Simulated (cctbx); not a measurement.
# AlTl2 with cctbx, script by script

Library: cctbx 2025.11. The data are simulated by the first script.

## 1. Simulate the data

run.py:

```python
from cctbx import adptbx, crystal, miller, sgtbx, xray
from cctbx.array_family import flex
from iotbx.shelx import hklf
from scitbx import matrix
import scitbx.random

cs = crystal.symmetry(unit_cell=(3.56, 5.297, 14.959, 90, 90, 90), space_group_symbol='Hall: -F 2 2')  # Fmmm
atoms = [  # label, site, U (iso, or U11 U22 U33 U12 U13 U23 in A^2), occupancy
    ("Tl1", (0.5, 0, 0.1684), (0.0054, 0.0052, 0.0058, 0.0000, 0.0000, 0.0000), 1),
    ("Al1", (0, 0, 0), (0.0100, 0.0119, 0.0106, 0.0000, 0.0000, 0.0000), 1),
]
xs = xray.structure(crystal_symmetry=cs)
for label, site, u, occ in atoms:
    u = adptbx.u_cif_as_u_star(cs.unit_cell(), u) if isinstance(u, tuple) else u
    xs.add_scatterer(xray.scatterer(label, site=site, u=u, occupancy=occ))
xs.set_inelastic_form_factors(0.56087, "sasaki")
xs.show_summary()
p1 = xs.expand_to_p1()
ms = miller.build_set(p1, anomalous_flag=True, d_min=0.65)
flex.set_random_seed(528309)
scitbx.random.set_random_seed(528309)
ms = ms.select(flex.random_double(ms.size()) < 0.5)
i = ms.structure_factors_from_scatterers(p1, algorithm="direct").f_calc().as_intensity_array().data()
i = i * 70000 / flex.max(i)
sig = flex.sqrt(i + flex.pow2(0.015 * i) + 4 ** 2)
noise = scitbx.random.variate(scitbx.random.normal_distribution())(i.size())
data = ms.array(data=i + sig * noise, sigmas=sig).set_observation_type_xray_intensity()
with open("data.hkl", "w") as f:
    data.export_as_shelx_hklf(f)
print("reflections written:", data.size(), " <I/sigma> = %.1f" % flex.mean(data.data() / data.sigmas()))
for h, a, b in list(data.sort("data"))[:12]:
    print("%4d%4d%4d %9.1f %7.1f" % (h + (a, b)))
```

```console
$ python run.py
```

```text
Number of scatterers: 2
At special positions: 2
Unit cell: (3.56, 5.297, 14.959, 90, 90, 90)
Space group: F m m m (No. 69)
reflections written: 2161  <I/sigma> = 12.1
   0   2   0   70930.8  1082.8
   0  -2   0   68687.8  1082.8
  -1   1  -3   68669.9  1057.6
  -1  -1   3   68490.0  1057.6
   1   1  -3   68430.8  1057.6
   0   0   6   68356.1  1041.4
  -1  -1  -3   67859.9  1057.6
   1   1   3   67784.3  1057.6
   0   0  -6   66132.0  1041.4
   0  -2   6   55054.5   844.9
   2   0   0   54148.7   836.8
  -1   3  -3   46168.4   721.9
```

It took 0.3 s on 1 thread of Arm Neoverse V1, on a shared host, peak memory 0.07 GiB.

## 2. Symmetry

run.py:

```python
from cctbx import crystal, sgtbx, statistics
from cctbx.array_family import flex
from iotbx.shelx import hklf

p1 = crystal.symmetry(unit_cell=(3.56, 5.297, 14.959, 90, 90, 90), space_group_symbol="P 1")
raw = hklf.reader(file_name="data.hkl").as_miller_arrays(crystal_symmetry=p1, anomalous=True)[0]
print(raw.size(), "reflections to d = %.3f A" % raw.d_min())
isig = raw.data() / raw.sigmas()
print("centring   violations  <I/sigma> of those")
best = "P"
for c in "ABCIRF":
    a = raw.customized_copy(space_group_info=sgtbx.space_group_info("Hall: %s 1" % c)).sys_absent_flags().data()
    m = flex.mean(isig.select(a))
    print("%5s %10d of %5d %8.1f" % (c, (isig.select(a) > 4).count(True), a.count(True), m))
    if (isig.select(a) > 4).count(True) < 0.01 * a.count(True):
        best = c
raw = raw.select(~raw.customized_copy(space_group_info=sgtbx.space_group_info("Hall: %s 1" % best)).sys_absent_flags().data())
isig = raw.data() / raw.sigmas()
rows = []
for s in sgtbx.space_group_symbol_iterator():
    g = sgtbx.space_group(s)
    if g.conventional_centring_type_symbol() != best or not g.is_compatible_unit_cell(p1.unit_cell(), 1e-3, 0.02):
        continue
    rows.append((s, g))
print("Laue class    unique    Rint  (classes that these axes allow; Friedel mates merged)")
rint = {}
for s, g in rows:
    laue = g.build_derived_patterson_group()
    key = laue.type().hall_symbol()
    if key not in rint:
        m = raw.customized_copy(space_group_info=laue.info(), anomalous_flag=False).merge_equivalents()
        rint[key] = m.r_int()
        print("%-14s %6d %7.3f" % (laue.type().lookup_symbol(), m.array().size(), m.r_int()))
floor = min(rint.values())
good = [(s, g) for s, g in rows if rint[g.build_derived_patterson_group().type().hall_symbol()] < 2 * floor + 0.03]
top = max(g.build_derived_patterson_group().order_z() for s, g in good)
print("space group    extra absences  I>4sigma  <I/sigma>")
for s, g in good:
    laue = g.build_derived_patterson_group()
    if laue.order_z() != top:
        continue
    a = raw.customized_copy(space_group_info=g.info()).sys_absent_flags().data()
    a &= ~raw.customized_copy(space_group_info=laue.info()).sys_absent_flags().data()
    bad = (isig.select(a) > 4).count(True)
    if bad <= 0.03 * a.count(True):
        print("%-16s %8d %10d %9s  %s" % (s.universal_hermann_mauguin(), a.count(True), bad, "%.1f" % flex.mean(isig.select(a)) if a.count(True) else "-", "centric" if g.is_centric() else "acentric"))
laue = max(good, key=lambda t: t[1].build_derived_patterson_group().order_z())[1].build_derived_patterson_group()
f = raw.customized_copy(space_group_info=laue.info(), anomalous_flag=False).merge_equivalents().array().eliminate_sys_absent().f_sq_as_f()
f.set_observation_type_xray_amplitude()
bins = max(3, min(8, f.size() // 12))
f.setup_binner(n_bins=bins)
w = statistics.wilson_plot(f, {e: n / laue.order_z() for e, n in {'Tl': 8.0, 'Al': 4.0}.items()}, e_statistics=True)
print("Wilson B = %.2f A^2   <|E^2-1|> = %.3f (0.968 centric, 0.736 acentric)   E^2>4: %.1f %%" % (w.wilson_b, w.mean_e_sq_minus_1, w.percent_e_sq_gt_2))
print("shell (A)         n   <I/sigma>")
m = raw.customized_copy(space_group_info=laue.info(), anomalous_flag=False).merge_equivalents().array().eliminate_sys_absent()
for b in m.setup_binner(n_bins=bins).range_used():
    sel = m.binner().selection(b)
    print("%5.2f - %4.2f %6d %8.1f" % (min(m.binner().bin_d_range(b)[0] if m.binner().bin_d_range(b)[0] > 0 else 99, 99), m.binner().bin_d_range(b)[1], sel.count(True), flex.mean((m.data() / m.sigmas()).select(sel))))
```

```console
$ python run.py
```

```text
2161 reflections to d = 0.650 A
centring   violations  <I/sigma> of those
    A          0 of  1130     -0.0
    B          0 of  1058     -0.0
    C          0 of  1090     -0.0
    I        255 of  1073     11.9
    R        351 of  1449     12.1
    F          0 of  1639     -0.0
Laue class    unique    Rint  (classes that these axes allow; Friedel mates merged)
F m m m           165   0.012
space group    extra absences  I>4sigma  <I/sigma>
F 2 2 2                 0          0         -  acentric
F m m 2                 0          0         -  acentric
F 2 m m                 0          0         -  acentric
F m 2 m                 0          0         -  acentric
F m m m                 0          0         -  centric
Wilson B = 0.49 A^2   <|E^2-1|> = 0.679 (0.968 centric, 0.736 acentric)   E^2>4: 0.0 %
shell (A)         n   <I/sigma>
 3.74 - 1.28     25     88.2
 1.28 - 1.03     19     90.4
 1.03 - 0.90     20     85.2
 0.90 - 0.82     20     75.3
 0.82 - 0.76     22     76.8
 0.76 - 0.72     19     76.0
 0.72 - 0.68     21     79.0
 0.68 - 0.65     19     69.6
```

Time: 0.33 s.

## 3. Charge flipping

run.py:

```python
import itertools
from cctbx import crystal, maptbx
from cctbx.array_family import flex
from iotbx.shelx import hklf
from smtbx.ab_initio import charge_flipping as cf

cs = crystal.symmetry(unit_cell=(3.56, 5.297, 14.959, 90, 90, 90), space_group_symbol='Hall: -F 2 2')  # Fmmm
raw = hklf.reader(file_name="data.hkl").as_miller_arrays(crystal_symmetry=cs, anomalous=True)[0]
merged = raw.eliminate_sys_absent().merge_equivalents()
fo2 = merged.array().set_observation_type_xray_intensity()
f = fo2.average_bijvoet_mates().f_sq_as_f().resolution_filter(d_min=0.8)
p1 = f.expand_to_p1()
work = p1
flex.set_random_seed(61041)
it = cf.weak_reflection_improved_iterator(delta=None, weak_reflection_fraction=0.2)
it.start(work, phases=flex.random_double(p1.size()) * 6.2832, f_000=0)
it.delta = 0.9 * it.rho_map.sigma()
print("cycle      R  skewness")
for n, st in enumerate(itertools.islice(it, 200)):
    if n % 16 == 0:
        print("%5d %6.3f %8.2f" % (n, st.r1_factor(), st.rho_map.skewness()))
rho = p1.phase_transfer(it.f_calc).fft_map().apply_volume_scaling()
polish = cf.low_density_elimination_iterator(constant_rho_c=rho.sigma())
polish.start(f_obs=p1, phases=it.f_calc, f_000=0)
for _ in range(8):
    next(polish)
print("origin shift          correlation  skewness")
maps = []
for fc, shift, cc in itertools.islice(cf.f_calc_symmetrisations(f, polish.f_calc, 0), 4):
    m = f.phase_transfer(fc).fft_map(symmetry_flags=maptbx.use_space_group_symmetry, resolution_factor=0.25).apply_sigma_scaling()
    maps.append((m.skewness(), cc, m))
    print("%6.3f %6.3f %6.3f %10.3f %9.2f" % (tuple(shift) + (cc, m.skewness())))
skew, cc, m = max((t for t in maps if t[1] > maps[0][1] - 0.04), key=lambda t: t[0])
print("taken: symmetry correlation %.3f, skewness %.2f" % (cc, skew))
peaks = m.peak_search(parameters=maptbx.peak_search_parameters(min_distance_sym_equiv=0.9, max_clusters=7)).all()
sps = cs.special_position_settings(min_distance_sym_equiv=0.5)
print("peak      x       y       z  mult  height/sigma")
for k, (x, h) in enumerate(zip(peaks.sites(), peaks.heights())):
    ss = sps.site_symmetry(x)
    print("Q%-3d %7.4f %7.4f %7.4f %4d %8.1f" % ((k + 1,) + tuple(t % 1 for t in ss.exact_site()) + (ss.multiplicity(), h)))
```

```console
$ python run.py
```

```text
cycle      R  skewness
    0  0.499     0.44
   16  0.341     2.36
   32  0.349     4.60
   48  0.318     4.22
   64  0.340     4.53
   80  0.326     4.42
   96  0.346     4.62
  112  0.336     4.61
  128  0.331     4.62
  144  0.341     4.25
  160  0.343     4.54
  176  0.335     4.32
  192  0.330     4.46
origin shift          correlation  skewness
 0.153  0.361  0.003      0.823      0.99
 0.149  0.361  0.169      0.804      1.02
 0.154  0.362  0.336      0.798      1.20
 0.134  0.259  0.005      0.778      1.42
taken: symmetry correlation 0.798, skewness 1.20
peak      x       y       z  mult  height/sigma
Q1    0.0000  0.2003  0.5000    8      6.7
Q2    0.2500  0.2500  0.3349   16      4.3
Q3    0.0000  0.0000  0.3685    8      3.5
Q4    0.0000  0.0000  0.0000    4      3.5
Q5    0.0000  0.1228  0.2650   16      3.1
Q6    0.0000  0.1607  0.0668   16      2.8
Q7    0.2500  0.2500  0.5000    8      2.6
```

Time: 0.37 s.

## 4. Charge flipping

run.py, as its changes from the last script of this kind:

```diff
@@ -13,2 +13,3 @@
-work = p1
-flex.set_random_seed(61041)
+p1.setup_binner_counting_sorted(reflections_per_bin=max(40, p1.size() // 12))
+work = p1.array(data=p1.data() / p1.amplitude_quasi_normalisations().data())
+flex.set_random_seed(61042)
@@ -19,2 +20,2 @@
-for n, st in enumerate(itertools.islice(it, 200)):
-    if n % 16 == 0:
+for n, st in enumerate(itertools.islice(it, 400)):
+    if n % 33 == 0:
```

```console
$ python run.py
```

```text
cycle      R  skewness
    0  0.531     0.30
   33  0.381     1.61
   66  0.378     2.41
   99  0.432     4.01
  132  0.403     4.20
  165  0.432     3.74
  198  0.417     3.70
  231  0.414     4.04
  264  0.430     3.88
  297  0.421     4.07
  330  0.440     3.59
  363  0.430     3.79
  396  0.411     3.78
origin shift          correlation  skewness
 0.335  0.215  0.254      0.855      1.49
 0.284  0.210  0.096      0.849      1.60
 0.284  0.210  0.429      0.844      1.90
 0.050  0.450  0.338      0.790      2.26
taken: symmetry correlation 0.844, skewness 1.90
peak      x       y       z  mult  height/sigma
Q1    0.0000  0.1761  0.3421   16      7.2
Q2    0.0000  0.1717  0.0000    8      5.6
Q3    0.2500  0.2500  0.4163   16      4.0
Q4    0.0000  0.0000  0.0000    4      3.0
Q5    0.0000  0.0000  0.3432    8      1.9
Q6    0.1933  0.0983  0.1403   32      1.5
Q7    0.2500  0.2500  0.2500    8      1.4
```

Time: 0.42 s.

## 5. Charge flipping

run.py, as its changes from the last script of this kind:

```diff
@@ -13,3 +13,2 @@
-p1.setup_binner_counting_sorted(reflections_per_bin=max(40, p1.size() // 12))
-work = p1.array(data=p1.data() / p1.amplitude_quasi_normalisations().data())
-flex.set_random_seed(61042)
+work = p1
+flex.set_random_seed(61043)
@@ -20,2 +19,2 @@
-for n, st in enumerate(itertools.islice(it, 400)):
-    if n % 33 == 0:
+for n, st in enumerate(itertools.islice(it, 600)):
+    if n % 50 == 0:
```

```console
$ python run.py
```

```text
cycle      R  skewness
    0  0.522     0.23
   50  0.335     4.85
  100  0.348     4.17
  150  0.346     4.73
  200  0.344     4.33
  250  0.345     4.39
  300  0.343     4.57
  350  0.339     4.45
  400  0.355     4.54
  450  0.342     4.29
  500  0.337     4.65
  550  0.331     4.43
origin shift          correlation  skewness
 0.314  0.217  0.232      0.808      3.34
 0.262  0.224  0.397      0.816      3.26
 0.311  0.218  0.065      0.797      4.12
 0.119  0.198  0.404      0.777      1.02
taken: symmetry correlation 0.797, skewness 4.12
peak      x       y       z  mult  height/sigma
Q1    0.0000  0.0000  0.1573    8     11.8
Q2    0.0000  0.0000  0.5000    4      9.6
Q3    0.2313  0.1305  0.0000   16      2.2
Q4    0.2500  0.2500  0.0778   16      1.6
Q5    0.0000  0.1063  0.3092   16      1.6
Q6    0.2539  0.1372  0.3391   32      1.3
Q7    0.0000  0.0000  0.3800    8      1.2
```

Time: 0.46 s.

## 6. Refinement (model from the peaks)

run.py:

```python
import math
from cctbx import adptbx, crystal, maptbx, sgtbx, xray
from cctbx.array_family import flex
from cctbx.xray import observations
from iotbx.shelx import hklf
from scitbx.lstbx import normal_eqns_solving
from smtbx import absolute_structure, utils
from smtbx.refinement import constraints, least_squares

cs = crystal.symmetry(unit_cell=(3.56, 5.297, 14.959, 90, 90, 90), space_group_symbol='Hall: -F 2 2')  # Fmmm
atoms = [  # label, site, U (iso, or U11 U22 U33 U12 U13 U23 in A^2), occupancy
    ("Tl1", (0, 0, 0.1573), 0.0200, 1),
]
xs = xray.structure(crystal_symmetry=cs)
for label, site, u, occ in atoms:
    u = adptbx.u_cif_as_u_star(cs.unit_cell(), u) if isinstance(u, tuple) else u
    xs.add_scatterer(xray.scatterer(label, site=site, u=u, occupancy=occ))
xs.set_inelastic_form_factors(0.56087, "sasaki")
raw = hklf.reader(file_name="data.hkl").as_miller_arrays(crystal_symmetry=cs, anomalous=True)[0]
merged = raw.eliminate_sys_absent().merge_equivalents()
fo2 = merged.array().set_observation_type_xray_intensity()
print("Rint %.3f, %d unique reflections to %.2f A" % (merged.r_int(), fo2.size(), fo2.d_min()))
for sc in xs.scatterers():
    sc.flags.set_grad_site(True)
    sc.flags.set_grad_u_aniso(sc.flags.use_u_aniso())
    sc.flags.set_grad_u_iso(sc.flags.use_u_iso())
obs = fo2.as_xray_observations()
extra = {}
rep = constraints.reparametrisation(xs, [], utils.connectivity_table(xs), **extra)
ls = least_squares.crystallographic_ls(obs, rep, weighting_scheme=least_squares.mainstream_shelx_weighting(a=0, b=0))
print("cycle     R1     wR2    GooF  max shift (A)")
for cycle in range(6):
    ls.build_up()
    r1, wr2, goof = ls.r1_factor(cutoff_factor=2)[0], ls.wR2(), ls.goof()
    old = xs.sites_cart()
    normal_eqns_solving.levenberg_marquardt_iterations(ls, n_max_iterations=3, tau=0.0001, step_threshold=1e-7)
    big = flex.max((xs.sites_cart() - old).norms())
    print("%4d %7.4f %7.4f %7.3f %9.5f" % (cycle + 1, r1, wr2, goof, big))
    ls.build_up(objective_only=True)
    if abs(ls.wR2() - wr2) < 5e-5 and big < 5e-4:
        break
ls.build_up()
print("final R1 %.4f wR2 %.4f GooF %.3f  parameters %d  data/parameter %.1f" % (ls.r1_factor(cutoff_factor=2)[0], ls.wR2(), ls.goof(), ls.n_parameters, fo2.size() / ls.n_parameters))
cov = ls.covariance_matrix_and_annotations()
su = dict(zip(cov.annotations, (math.sqrt(max(v, 0)) for v in cov.matrix.matrix_packed_u_diagonal())))
a2 = cs.unit_cell().reciprocal_parameters()[0] ** -2
print("atom        x        y        z      Ueq    occ   su(xyz)  su(Uiso or U11)")
for sc in xs.scatterers():
    s = max(su.get(sc.label + k, 0) for k in (".x", ".y", ".z"))
    npd = "" if sc.is_positive_definite_u(cs.unit_cell()) else "  NPD"
    print("%-5s %8.5f %8.5f %8.5f %8.4f %6.3f %8.5f %7.4f%s" % ((sc.label,) + sc.site + (sc.u_iso_or_equiv(cs.unit_cell()), sc.occupancy, s, su.get(sc.label + ".uiso", su.get(sc.label + ".u11", 0) * a2), npd)))
fo = fo2.f_sq_as_f()
fc = fo.structure_factors_from_scatterers(xs, algorithm="direct").f_calc()
diff = fo.f_obs_minus_f_calc(1 / math.sqrt(ls.scale_factor()), fc).average_bijvoet_mates()
m = diff.fft_map(symmetry_flags=maptbx.use_space_group_symmetry, resolution_factor=0.25).apply_volume_scaling()
print("difference map: max %.2f min %.2f rms %.2f" % (m.statistics().max(), m.statistics().min(), m.statistics().sigma()))
peaks = m.peak_search(parameters=maptbx.peak_search_parameters(min_distance_sym_equiv=0.6, max_clusters=6)).all()
near = xs.closest_distances(peaks.sites(), distance_cutoff=4)
sps = cs.special_position_settings(min_distance_sym_equiv=0.5)
for k, (x, h) in enumerate(zip(peaks.sites(), peaks.heights())):
    ss = sps.site_symmetry(x)
    print("Q%-3d %7.4f %7.4f %7.4f %4d %7.2f  %.2f A from %s" % ((k + 1,) + tuple(t % 1 for t in ss.exact_site()) + (ss.multiplicity(), h, near.smallest_distances[k], xs.scatterers()[near.i_seqs[k]].label)))
```

```console
$ python run.py
```

```text
Rint 0.012, 165 unique reflections to 0.65 A
cycle     R1     wR2    GooF  max shift (A)
   1  0.5831  0.8304  71.403   0.16824
   2  0.0819  0.1532  13.177   0.00010
final R1 0.0820 wR2 0.1532 GooF 13.177  parameters 2  data/parameter 82.5
atom        x        y        z      Ueq    occ   su(xyz)  su(Uiso or U11)
Tl1    0.00000  0.00000  0.16855   0.0037  1.000  0.00007  0.0005
difference map: max 63.79 min -3.11 rms 2.67
Q1    0.0000  0.0000  0.5000    4   63.79  3.09 A from Tl1
Q2    0.0000  0.0000  0.1635    8   29.91  0.08 A from Tl1
Q3    0.1155  0.1436  0.4731   32    1.80  2.63 A from Tl1
Q4    0.0000  0.1259  0.2506   16    1.36  1.40 A from Tl1
Q5    0.1519  0.1149  0.1236   32    1.35  1.06 A from Tl1
Q6    0.0000  0.1337  0.4059   16    1.12  2.22 A from Tl1
```

It took 0.46 s on 1 thread of Arm Neoverse V1, with other jobs on the host, peak memory 0.09 GiB.

Figures of merit this high mean that the model is still wrong or incomplete.

[Logs are printed without paths, hosts, clocks, repeated set-up lines and the standing remarks that a program may print on its own settings, such as how far it seeks lower states.]
